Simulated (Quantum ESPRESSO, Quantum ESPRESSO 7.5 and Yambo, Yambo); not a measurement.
# SrTiO3 (Tausonite): G0W0 on several meshes in Yambo

Aim: the GW shift of SrTiO3 (Tausonite) against the k mesh.

Method: PBE and many-body steps on it, plane waves, in Quantum ESPRESSO 7.5 and Yambo 5.3.0.

Report form: the programs' logs are mostly left out.

### 1. Starting point

The structure is cubic, space group Pm-3m (No. 221). Conventional cell: a = 3.905 Å, b = 3.905 Å, c = 3.905 Å, α = 90.00°, β = 90.00°, γ = 90.00°. Nearest to Sr lie 12 O at 2.76 Å. Nearest to Ti lie 6 O at 1.95 Å. Nearest to O lie 2 Ti at 1.95 Å and 4 Sr at 2.76 Å. Farther neighbours and most contacts between anions are not listed.

The cell and positions come from the Crystallography Open Database and are kept as given unless a step says otherwise.

### 2. Empty states on the mesh, 4×4×4 mesh, 402 bands

This step: Quantum ESPRESSO 7.5; DFT, PBE, plane waves, norm-conserving pseudopotentials.

The sums over transitions need many empty states on a uniform mesh; this step solves for them.

pw.in reads:

```
&control
  calculation = 'nscf'
  prefix = 'x'
  outdir = 'o'
  pseudo_dir = 'pseudo'
/
&system
  ibrav = 0
  nat = 5
  ntyp = 3
  ecutwfc = 76.0
  nbnd = 402
  force_symmorphic = .true.
/
&electrons
  conv_thr = 1e-9
  electron_maxstep = 80
  diago_full_acc = .true.
  diago_thr_init = 5e-6
/
ATOMIC_SPECIES
  Sr 87.62 Sr.upf
  Ti 47.867 Ti.upf
  O 15.999 O.upf
CELL_PARAMETERS angstrom
  3.9052800000 0.0000000000 0.0000000000
  0.0000000000 3.9052800000 0.0000000000
  0.0000000000 0.0000000000 3.9052800000
ATOMIC_POSITIONS crystal
  Sr 0.5000000000 0.5000000000 0.5000000000
  Ti 0.0000000000 0.0000000000 0.0000000000
  O 0.5000000000 0.0000000000 0.0000000000
  O 0.0000000000 0.5000000000 0.0000000000
  O 0.0000000000 0.0000000000 0.5000000000
K_POINTS automatic
  4 4 4 0 0 0
```

Started as:

```
$ OMP_NUM_THREADS=1 mpirun -n 4 pw.x -nk 4 -in pw.in > pw.out
```

Elapsed: 71 s, on 4 MPI ranks of Intel Xeon 6975P-C (Granite Rapids), shared host; peak memory 0.93 GiB.

This step gave:

| Property | Result |
| --- | --- |
| gap | 1.908 eV |
| k of the valence top | -0.5, -0.5, -0.5 |
| k of the conduction bottom | 0, 0, 0 |
| least direct gap | 2.263 eV |
| k points computed | 10 |
| lowest point of the top converged band, above the valence top | 184.8108 eV |

On this mesh the gap is 1.908 eV.

The density comes from a self-consistent run that is not shown.

### 3. Conversion and set-up

This step: Yambo 5.3.0; conversion and set-up on PBE, plane waves, norm-conserving pseudopotentials.

The states are converted to the many-body program's format and the q mesh is built.

Started as:

```
$ (cd o/x.save; p2y > p2y.log; mv SAVE ../..); yambo > setup.log
```

Run time: 3.6 s. Hardware: 1 MPI rank; peak memory 0.25 GiB.

### 4. 4×4×4

Now the one-shot GW correction: screening in the RPA, then the self-energy of the levels asked for.

This step: G0W0 on PBE, plane waves, norm-conserving pseudopotentials.

gw2.in reads:

```
HF_and_locXC
gw0
dyson
ppa
em1d
rim_cut
RandQpts= 1000000
RandGvec= 1 RL
EXXRLvcs= 76 Ry
VXCRLvcs= 304 Ry
Chimod= "HARTREE"
% BndsRnXp
 1 | 176 |
%
NGsBlkXp= 13 Ry
% LongDrXp
 1 | 1 | 1 |
%
% GbndRnge
 1 | 176 |
%
DysSolver= "n"
ExtendOut
PPAPntXp= 27.21138 eV
% QPkrange
 10 | 10 | 19 | 22 |
 1 | 1 | 19 | 22 |
%
```

Started as:

```
$ OMP_NUM_THREADS=1 mpirun -n 4 yambo -F gw2.in -J gw2 -C gw2 > gw2.log
```

Wall time 5.5 min (4 MPI ranks); peak memory 1.9 GiB; 22 min of CPU time.

This step gave:

```yaml
g0w0_gap_on_the_points_computed: 3.475 eV
starting_gap_on_the_mesh: 1.908 eV
k_of_the_valence_top: -0.5, -0.5, -0.5
k_of_the_conduction_bottom: 0, 0, 0
least_direct_g0w0_gap_on_the_computed_points: 3.844 eV
z_at_the_valence_top: 0.7644
z_at_the_conduction_bottom: 0.7775
```

The gap on the mesh goes from 1.91 eV to 3.47 eV, a correction of +1.57 eV.

### 5. Empty states on the mesh, 2×2×2 mesh, 176 bands

This step: Quantum ESPRESSO 7.5; DFT, PBE, plane waves, norm-conserving pseudopotentials.

pw.in: that of step 2 with these lines changed.

```diff
@@ -11,3 +11,3 @@
   ecutwfc = 76.0
-  nbnd = 402
+  nbnd = 176
   force_symmorphic = .true.
@@ -35,2 +35,2 @@
 K_POINTS automatic
-  4 4 4 0 0 0
+  2 2 2 0 0 0
```

Started as:

```
$ OMP_NUM_THREADS=1 mpirun -n 4 pw.x -nk 4 -in pw.in > pw.out
```

Elapsed: 6.8 s, on 4 MPI ranks; peak memory 0.52 GiB; 23 s of CPU time.

Numbers from this step:

* gap: 1.908 eV
* k of the valence top: -0.5, -0.5, -0.5
* k of the conduction bottom: 0, 0, 0
* least direct gap: 2.263 eV
* k points computed: 4
* lowest point of the top converged band, above the valence top: 95.6501 eV

On this mesh the gap is 1.908 eV.

### 6. Conversion and set-up

This step: Yambo 5.3.0; conversion and set-up on PBE, plane waves, norm-conserving pseudopotentials.

Started as:

```
$ (cd o/x.save; p2y > p2y.log; mv SAVE ../..); yambo > setup.log
```

It took 3.4 s on 1 MPI rank; peak memory 0.25 GiB.

### 7. 2×2×2

This step: G0W0 on PBE, plane waves, norm-conserving pseudopotentials.

gw11.in, as its differences from gw2.in of step 4:

```diff
@@ -25,3 +25,3 @@
 % QPkrange
- 10 | 10 | 19 | 22 |
+ 4 | 4 | 19 | 22 |
  1 | 1 | 19 | 22 |
```

Started as:

```
$ OMP_NUM_THREADS=1 mpirun -n 4 yambo -F gw11.in -J gw11 -C gw11 > gw11.log
```

It took 28 s on 4 MPI ranks; peak memory 1.4 GiB; 94 s of CPU time.

This step gave:

```
G0W0 gap on the points computed              : 3.365 eV
starting gap on the mesh                     : 1.908 eV
k of the valence top                         : -0.5, -0.5, -0.5
k of the conduction bottom                   : 0, 0, 0
least direct G0W0 gap on the computed points : 3.808 eV
Z at the valence top                         : 0.7653
Z at the conduction bottom                   : 0.7778
```

Against G0W0 in Yambo (4×4×4 mesh, 176 bands, screening to 176.9 eV, Godby-Needs plasmon pole), the gap moves by −0.110 eV.

### 8. The runs together

Times are wall times on 4 MPI ranks of Intel Xeon 6975P-C (Granite Rapids), shared host, good to a factor of about two.

```csv
run,mesh,bands,screening cutoff (eV),DFT gap (eV),gap on the mesh (eV),direct (eV),time
4×4×4,4×4×4,176,176.9,1.908,3.475,3.844,5.5 min
2×2×2,2×2×2,176,176.9,1.908,3.365,3.808,28 s
```

### 9. Outcome

```json
{
  "4×4×4": "3.475 eV",
  "2×2×2": "3.365 eV",
  "known limits": "not at the basis limit; no spin-orbit coupling; coarse k mesh"
}
```

What this shows: 2×2×2: −0.110 eV against 4×4×4. Bands and cutoff are finite, so the gap is not at the basis limit. The miss can reach some tenths of an eV and take either sign; the mesh is an error of its own. In the G0W0 runs levels were corrected at 2 k points alone, so a gap called «on the mesh» is the least over those, and an edge elsewhere would be missed. The 4×4×4 mesh is coarse for this cell, which bears on the long-range parts of exchange and screening. Mesh or cutoff lie under what a gap needs, so these runs test behaviour and cost; their gaps are not to be quoted. This is the ideal cubic cell; many perovskites, halides above all, are cubic only on average, and local tilts or off-centring can widen the gap. The many-body steps are scalar-relativistic: spin-orbit coupling is not in them.

[Paths, hosts, dates, memory and timing lines, banners, echoed tables and standing remarks are left out of the program output.]

[Logs are printed without paths, hosts, clocks, repeated set-up lines and the standing remarks that a program may print on its own settings, such as how far it seeks lower states.]

[Runs of the session that timed out or met a known fault of the program may be left out.]

[Hosts, paths, dates, database ids (printed as entryN), source tags and the programs' standing remarks are cut or masked in the printed files.]
